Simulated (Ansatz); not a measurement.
# PtC (model cell, started as wurtzite): a soft mode frozen in, part 3 of 3

Wanted: the energy along a soft mode of PtC (model cell, started as wurtzite) and the structure at the end.

Ansatz 0.2.0; DFT LDA, scalar-relativistic, plane waves, PAW.

So far. Step 5 (Energy along the mode, all amplitudes (two of the runs …): The lowest of the steps tried is at 0.14 Å, 2.41 meV/atom below the parent; the bottom of the well need not coincide with a step. Step 7 (The new phase in its own primitive cell): The largest force component left is 0.26 meV/Å and the pressure is 0.002 GPa, within the tolerances set. The cell now holds 12.41 Å³/atom. The relaxed cell has a, b, c = 3.135, 5.524, 5.732 Å (conventional setting).

The structure was built from a prototype and need not be the compound's stable phase.

**8. Modes of the new phase, k-mesh 10×6×6**

A relaxed structure may still be a saddle point, so its zone-centre modes are computed. No field response is asked, since the mesh shows no gap.

The input, input.yaml:

```yaml
crystal:
  lattice:
    - [3.1354770612, 0.0, 0.0]
    - [0.0, 5.5242482395, 0.0]
    - [0.0, 0.0, 5.7316339805]
  atoms:
    - { symbol: Pt, position: [0.0, 0.07448466, 0.9891749007] }
    - { symbol: Pt, position: [0.5, 0.6044520157, 0.0249152997] }
    - { symbol: Pt, position: [0.5, 0.92551534, 0.4891749007] }
    - { symbol: Pt, position: [0.0, 0.3955479843, 0.5249152997] }
    - { symbol: C, position: [0.0, 0.0890213681, 0.3433390383] }
    - { symbol: C, position: [0.5, 0.5729549109, 0.3925707613] }
    - { symbol: C, position: [0.5, 0.9109786319, 0.8433390383] }
    - { symbol: C, position: [0.0, 0.4270450891, 0.8925707613] }
kpoints:
  mp_grid: { grid: [10, 6, 6] }
hamiltonian:
  xc: lda
scf:
  occupations: { method: methfessel_paxton, width: 0.15 }
output:
  eigenvalues: true
phonons:
  method: dfpt
```

Started as:

```bash
> ansatz run input.yaml --threads 4 --pin off --max-ram 7168MiB --backend cpu --events-out ev --progress --plain --runs-dir out
```

Numbers of over 12 decimals in the logs are rounded to 6 here.

What it wrote:

```text
zone centre: on kpoints.mp_grid the ground state, and the responses unless they are solved on pairs of k-points, stand on 120 of the mesh's 360 k-points, reduced under 2 symmetry operations, with k and −k counted as one. Each operation leaves every solved displacement unchanged or reverses it
[...]
Crystal: 8 atoms, lattice volume = 99.279 Å³
Basis set: ecut = 420 eV, 1939 PW (Γ), exchange–correlation on 48×80×80 points (8 copies of the dense FFT grid, shifted against one another)
Bands: 53, of which v1, the nominal top of the filled ones, is band 44 counted from 1 (43 counted from 0)
Symmetry: 4 space group operations
k-points: 120 of 360 (irreducible under 2 space group operations, time reversal used)
[...]
SCF iter   1: F=—  HF=-49944.381751 eV  |F-HF|=—  |Δ(HF+E_count)|=         —  Δρ=1.19e-2  dr2=1.47e-1  ethr=1.77e-3  ⟨swp⟩=5.7  Hψ=23012  notcnv=0
[...]
SCF iter  11: F=-49944.344823 eV  HF=-49944.344823 eV  |F-HF|=7.28e-12  |Δ(HF+E_count)|=  2.18e-11  S|Δr|=    0.00e0  Δρ=3.27e-8  dr2=1.36e-12  ethr=1.00e-12  ⟨swp⟩=10.1  Hψ=27814  notcnv=0
SCF 1 converged in 11 iterations: F = -49944.344823 eV  dr2 = 1.36e-12
[...]
DFPT response loops at Γ: preconditioner auto → Kerker (q_TF=auto, 2.674 Å⁻¹) (partly filled bands, converged f_vac=0.000); β = 1.00, the filter's whole step (`scf.mixing.beta` (0.50) is not read by the response loops under this deck's `scf.mixing.preconditioner`; to damp them name `kerker` or `kerker_dos`, under which they read `scf.mixing.beta`, and type it under 1.00, their step now; both keys bind the ground state too); Broyden in place of MSR1
SCF converged after 11 iterations
[...]
Free energy (F): -49944.344823 eV
[...]
Internal energy: -49944.346442 eV  (E = F + TS)
E sigma→0 (E₀):  -49944.345228 eV
Entropy (-TS):   0.001619 eV (0.202 meV/atom)
Fermi energy:    17.075357 eV
[...]
--- Band table (eV; the first three rows and the last of 120) ---
  k-point 0: bands = [... 40 lower, 14.5091, 14.8426, 15.3843, 16.0755, 17.1036, 18.7329, 19.8857, 19.9582, ... 5 higher]
  k-point 1: bands = [... 40 lower, 14.7445, 14.7793, 15.3652, 16.3244, 17.3733, 18.5917, 19.7399, 20.0467, ... 5 higher]
  k-point 2: bands = [... 40 lower, 14.7356, 14.9485, 16.2271, 16.9209, 18.0331, 18.1068, 19.1526, 19.5478, ... 5 higher]
  k-point 119: bands = [... 40 lower, 14.9011, 14.9011, 14.9524, 14.9524, 17.3048, 17.3048, 17.6991, 17.6991, ... 5 higher]
--- Phonons (Γ-DFPT): 12 representative perturbations + reference, on 120 of 360 k-points (Σ response iterations 42) ---
  k mesh reduced under 2 symmetry operations, with k and −k counted as one. Each operation leaves every solved displacement unchanged or reverses it
  ASR residual: 2.110e-5 → 0.000e0 eV/Å²; symmetrization residual: 2.470e-6 eV/Å²
  ASR residual per site (eV/Å²): 1.53e-5 6.07e-6 1.53e-5 6.07e-6 2.11e-5 9.62e-6 2.11e-5 9.62e-6
  Γ frequencies (cm⁻¹): -74.94 0.00 0.00 0.00 46.93 60.78 74.04 78.44 84.77 136.98 146.08 167.00 377.72 497.52 517.91 537.04 546.03 552.40 555.15 557.34 570.08 594.21 623.33 642.41
  non-analytic LO–TO correction: not included (Born effective charges unavailable; polar crystals: no LO–TO splitting at Γ)
```

It took 7.5 min on 4 threads of Arm Neoverse N1, shared host; peak memory 1.9 GiB; 29 min of CPU time.

This step gave:

```yaml
sum_rule_residual_before_enforcement: 2.11e-5 eV/Å²
point_group: mm2
highest_optical_mode_at_the_zone_centre_no_lo_to_term: 642.4 cm⁻¹
lowest_optical_zone_centre_mode: -74.94 cm⁻¹
```

Patterns of degenerate modes are one choice out of their space. Modes at Γ, with each element's share of the kinetic energy (negative means imaginary):

```tsv
mode	frequency (cm⁻¹)	symmetry	Pt %	C %
1	-74.9	B2	87	13
2	0.0	acoustic	94	6
3	0.0	acoustic	94	6
4	0.0	acoustic	94	6
5	46.9	A1	96	4
6	60.8	A2	95	5
7	74.0	A1	94	6
8	78.4	B1	96	4
9	84.8	A2	95	5
10	137.0	A1	99	1
11	146.1	B2	100	0
12	167.0	B2	99	1
13	377.7	B2	11	89
14	497.5	A1	6	94
15	517.9	B1	5	95
16	537.0	A2	5	95
17	546.0	B2	6	94
18	552.4	B1	5	95
19	555.1	A2	5	95
20	557.3	A1	5	95
21	570.1	B2	3	97
22	594.2	A1	5	95
23	623.3	A1	2	98
24	642.4	B2	0	100
```

Displacements in mode 1 (-74.9 cm⁻¹), the largest set to 1:
```
Pt1  0.00 -0.51  0.58
Pt2  0.00  0.50 -0.38
Pt3  0.00 -0.51 -0.58
Pt4  0.00  0.50  0.38
C5   0.00  0.60  0.92
C6   0.00 -0.47 -1.00
C7   0.00  0.60 -0.92
C8   0.00 -0.47  1.00
```

Displacements in mode 15 (517.9 cm⁻¹), the largest set to 1:
```
Pt1 -0.01  0.00  0.00
Pt2 -0.05  0.00  0.00
Pt3 -0.01  0.00  0.00
Pt4 -0.05  0.00  0.00
C5   0.03  0.00  0.00
C6   1.00  0.00  0.00
C7   0.03  0.00  0.00
C8   1.00  0.00  0.00
```

Before it was imposed, the acoustic sum rule was missed by 2.1e-5 eV/Å². Small misses are needed for a sound result but don't prove that mesh and cutoff are converged. The lowest optical mode is imaginary, 74.9i cm⁻¹, so the energy falls along it.

**9. The phases reached**

The phases reached along the modes that were followed are set side by side.

Energies are those of the first relaxation, on the mesh of the frozen mode; space group, volume and gap are those of the last relaxation. Phases, by row:

```tsv
mode frozen in	space group	energy from parent (meV/atom)	volume (Å³/atom)	gap on mesh (eV)	lowest zone-centre optical mode (cm⁻¹)	largest shift (Å)
parent	P6_3mc	0	12.48	0	–	–
q = (0, -0.5, 0), 76i cm⁻¹	Pmc2_1	-80.3	11.86	0	86.2	0.424
q = (0, -0.5, 0), 40i cm⁻¹	Pmn2_1	-4.59	12.41	0	-74.9	0.154
```

**10. Summary of results**

| Item | Value |
| --- | --- |
| unstable mode of the parent | q = (0, -0.5, 0), 40i cm⁻¹ |
| depth at the lowest point sampled | 2.41 meV/atom |
| largest atomic shift at that point | 0.14 Å |
| space group reached (within 0.01 Å) | Pmn2_1 |
| energy gained over the parent (first relaxation, on the mesh of the frozen mode) | 4.59 meV/atom |
| volume per atom, phase reached | 12.4 Å³ |
| lowest optical zone-centre mode, phase reached | -74.9 cm⁻¹ |
| highest optical mode at the zone centre (no LO-TO term), phase reached | 642 cm⁻¹ |

**Reading.** Along this mode the structure falls into Pmn2_1, 4.59 meV/atom below the parent. At the parent's cell the well is 2.412 meV/atom deep on the steps tried, with its lowest point at a shift of 0.14 Å. Relaxing atoms and cell changes the gain by +2.17 meV/atom against the lowest step (energies at zero smearing). The new phase still has an imaginary mode at the zone centre of its cell, so it is a saddle point on the way to a lower structure. Of the 2 patterns followed to their end from this parent, this one ends 75.7 meV/atom above the lowest, Pmc2_1. Each path keeps the symmetry of its pattern, so a lower phase may lie along a pattern not tried. The q mesh stands for a supercell only 6.3 Å across, so branches between the solved wavevectors are rough. With no gap, or one that is small against the smearing, the frequencies hang on the k mesh and the smearing, most of all near Kohn anomalies. Spin-orbit coupling is left out, which can matter for the heavy elements here. A phonon run warned that its eigensolver left some bands unconverged in a pass. The starting cell was built on a prototype and not taken from a measurement, so the phase need not exist.

[Logs are printed without paths, hosts, clocks, repeated set-up lines and the standing remarks that a program may print on its own settings, such as how far it seeks lower states.]

[Hosts, paths, dates, database ids (printed as entryN), source tags and the programs' standing remarks are cut or masked in the printed files.]
